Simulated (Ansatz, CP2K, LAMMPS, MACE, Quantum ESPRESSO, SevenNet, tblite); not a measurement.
**Bulk modulus of amorphous carbon (100 atoms) across programs**

Aim: pressure against volume for amorphous carbon (100 atoms), with plane waves as the reference.

Results are calculated, not measured.

## 1. The cell

The cell holds 100 atoms (100 C), with edges of 8.81, 8.81 and 8.81 Å. Recipe: 100 atoms (100 C) placed at random at 2.92 g/cm³, melted at 6000 K for 10 ps at fixed volume with the Tersoff potential (Tersoff, Phys. Rev. B 39, 5566 (1989)). Quenched from 6000 K to 300 K at 100 K/ps and fixed volume, held 5 ps, then minimised at fixed cell. Then the atoms were relaxed with SevenNet 0 in the fixed cell.

Bonds by pair of elements; cutoffs follow the first minimum of g(r), held within bounds set by covalent radii, and pairs that aren't listed don't count as bonded:

```
pair A-B  cutoff (Å)  bonds  mean length (Å)  spread (Å)  shortest (Å)  B about A  A about B
     C-C        1.85    176             1.51       0.092          1.31       3.52       3.52
```

## 2. The reference input

Quantum ESPRESSO 7.5: Kohn-Sham DFT, PBE, SSSP efficiency 1.3.0 pseudopotentials, plane waves. Its input, pw.in, for the unchanged cell:

```
&control
  calculation = 'scf'
  pseudo_dir = './pseudo'
  outdir = './tmp'
  disk_io = 'none'
  tprnfor = .true.
  tstress = .true.
/
&system
  ibrav = 0
  nat = 100
  ntyp = 1
  ecutwfc = 45
  ecutrho = 360
  nosym = .true.
  occupations = 'smearing'
  smearing = 'fd'
  degauss = 0.003675
/
&electrons
  conv_thr = 5.0e-07
  electron_maxstep = 100
  mixing_beta = 0.2
  mixing_mode = 'local-TF'
  diagonalization = 'david'
/
ATOMIC_SPECIES
C 12.011 C.upf
CELL_PARAMETERS angstrom
8.80770 0.00000 0.00000
0.00000 8.80770 0.00000
0.00000 0.00000 8.80770
ATOMIC_POSITIONS crystal
C 0.09738 0.22394 0.70989
C 0.25980 0.35617 0.85682
C 0.73151 0.48858 0.49403
C 0.23659 0.74167 0.59305
[... 94 atom lines left out ...]
C 0.08561 0.07521 0.48240
C 0.93781 0.61337 0.89897
K_POINTS gamma
```

```console
$ OMP_NUM_THREADS=1 mpirun -np 2 pw.x -in pw.in > output.txt
```

The job ended after 1.8 min (2 MPI ranks of Arm Neoverse V1, shared host; peak memory 1.7 GiB; 3.6 min of CPU time).

It converged with an r.m.s. force component of 0.78 eV/Å and a pressure of 11 GPa.

## 3. Programs and settings

Every level solves the same cells as single points. CPU time is summed over a level's finished runs, on a host shared with the other runs, so it is rough; the force column is the median over cells of the r.m.s. difference of force components from the reference.

| level | basis or training data | k-points | runs finished | CPU time | peak memory (GiB) | force difference (meV/Å) |
| --- | --- | --- | --- | --- | --- | --- |
| QE, PBE | plane waves, SSSP efficiency, 45/360 Ry | Γ | 3 of 3 | 11 min | 1.8 | reference |
| CP2K double zeta, PBE | DZVP-UZH, GTH, 450 Ry | Γ | 3 of 3 | 34 min | 2.5 | 35 |
| tblite GFN1-xTB | tight binding with its own dispersion term | Γ | 3 of 3 | 8.3 s | 0.11 | 356 |
| MACE MP-0b3 medium | trained on PBE(+U) plane-wave data | - | 3 of 3 | 32 s | 1.6 | 623 |
| SevenNet 0 | trained on PBE(+U) plane-wave data | - | 3 of 3 | 29 s | 1.5 | 779 |

The reference's own r.m.s. force component runs from 720 to 791 meV/Å over these cells. SevenNet 0 relaxed the atoms, so in the cells that it relaxed its forces are near zero and its entry mostly repeats the reference's forces.

## 4. Pressure against volume

The cell is scaled evenly, and at each volume SevenNet 0 relaxes the atoms again before the single points. The unchanged volume is 6.833 Å³ an atom. Pressures in GPa:

```
                level   -3 %      0   +3 %
              QE, PBE  19.28  11.46   4.49
CP2K double zeta, PBE  21.13  13.24   6.19
      tblite GFN1-xTB  12.58   4.00  -3.69
   MACE MP-0b3 medium  16.01   8.90   2.65
           SevenNet 0  12.89   6.30   0.90
```

Energy less that of the unchanged cell at the same level, in meV an atom:

```
                level   -3 %    +3 %
              QE, PBE  16.26  -19.04
CP2K double zeta, PBE  17.65  -21.05
      tblite GFN1-xTB   2.21   -3.23
   MACE MP-0b3 medium  12.92   -5.03
           SevenNet 0  10.02   -6.29
```

## 5. Moduli

From the three volumes nearest the unchanged one: B from the slope of pressure against ln V and from the curvature of the energy, the pressure that the slope of the energy implies, and the volume change at which the printed pressure crosses zero (a dash if it doesn't within the range).

```
                level  B from pressures (GPa)  B from energies (GPa)  printed pressure (GPa)  pressure from energies (GPa)  zero pressure at (%)
              QE, PBE                   246.5                  -72.4                   11.46                         13.80                     -
CP2K double zeta, PBE                   248.9                  -88.6                   13.24                         15.12                     -
      tblite GFN1-xTB                   271.1                  -26.7                    4.00                          2.13                  +1.5
   MACE MP-0b3 medium                   222.7                  205.4                    8.90                          7.02                     -
           SevenNet 0                   199.8                   97.1                    6.30                          6.37                     -
```

As a check by hand on the reference: from -3 to +3 % the pressure falls by 14.79 GPa while ln V grows by 0.0600, a ratio of 246.5 GPa.

## 6. What came out

The plane-wave reference (PBE) gives a bulk modulus of 246.5 GPa from its pressures, at a volume where its pressure is 11.46 GPa, and the pressure stays positive over the whole range. Other programs at PBE: CP2K double zeta, PBE 248.9 GPa (+1 %); its pressure lies +1.78 GPa from the reference's. Learned potentials: MACE MP-0b3 medium 222.7 GPa (-10 %) and SevenNet 0 199.8 GPa (-19 %); their pressures lie -5.16 to -2.56 GPa from the reference's.

Tight binding: tblite GFN1-xTB 271.1 GPa (+10 %); its pressure lies -7.47 GPa from the reference's. The moduli are read at one volume but at unlike pressures, and a cell under tension is as a rule softer than one under compression. Moduli from the energies run from -89 to 205 GPa and part from those from pressures by as much as -136 % (CP2K double zeta, PBE); they rest on differences of a few meV an atom and hold the work of each level's leftover forces.

Caveats: The atoms follow SevenNet 0, not each level's own minimum, so these moduli only approach relaxed ones and hang on that choice. Three points at finite strain give rough moduli, at the given volume rather than at zero pressure. Pressures at a fixed plane-wave cutoff or in a small atom-centred basis hold some basis error. The quench rate of 100 K/ps is many orders above laboratory rates, so the cell is likely richer in defects and strain than a real sample. The reference samples only Γ, in a cell whose shortest periodic width is 9 Å. The reference isn't exact: its cutoffs and mesh weren't converged further here. Where levels are smeared, the DFT runs use Fermi–Dirac occupations at 580 K (0.05 eV), and energies are free energies.

[Long decimals in the printed logs are rounded to 6 places.]

[Logs are printed without paths, hosts, clocks, repeated set-up lines and the standing remarks that a program may print on its own settings, such as how far it seeks lower states.]

[Hosts, paths, dates, database ids (printed as entryN), source tags and the programs' standing remarks are cut or masked in the printed files.]
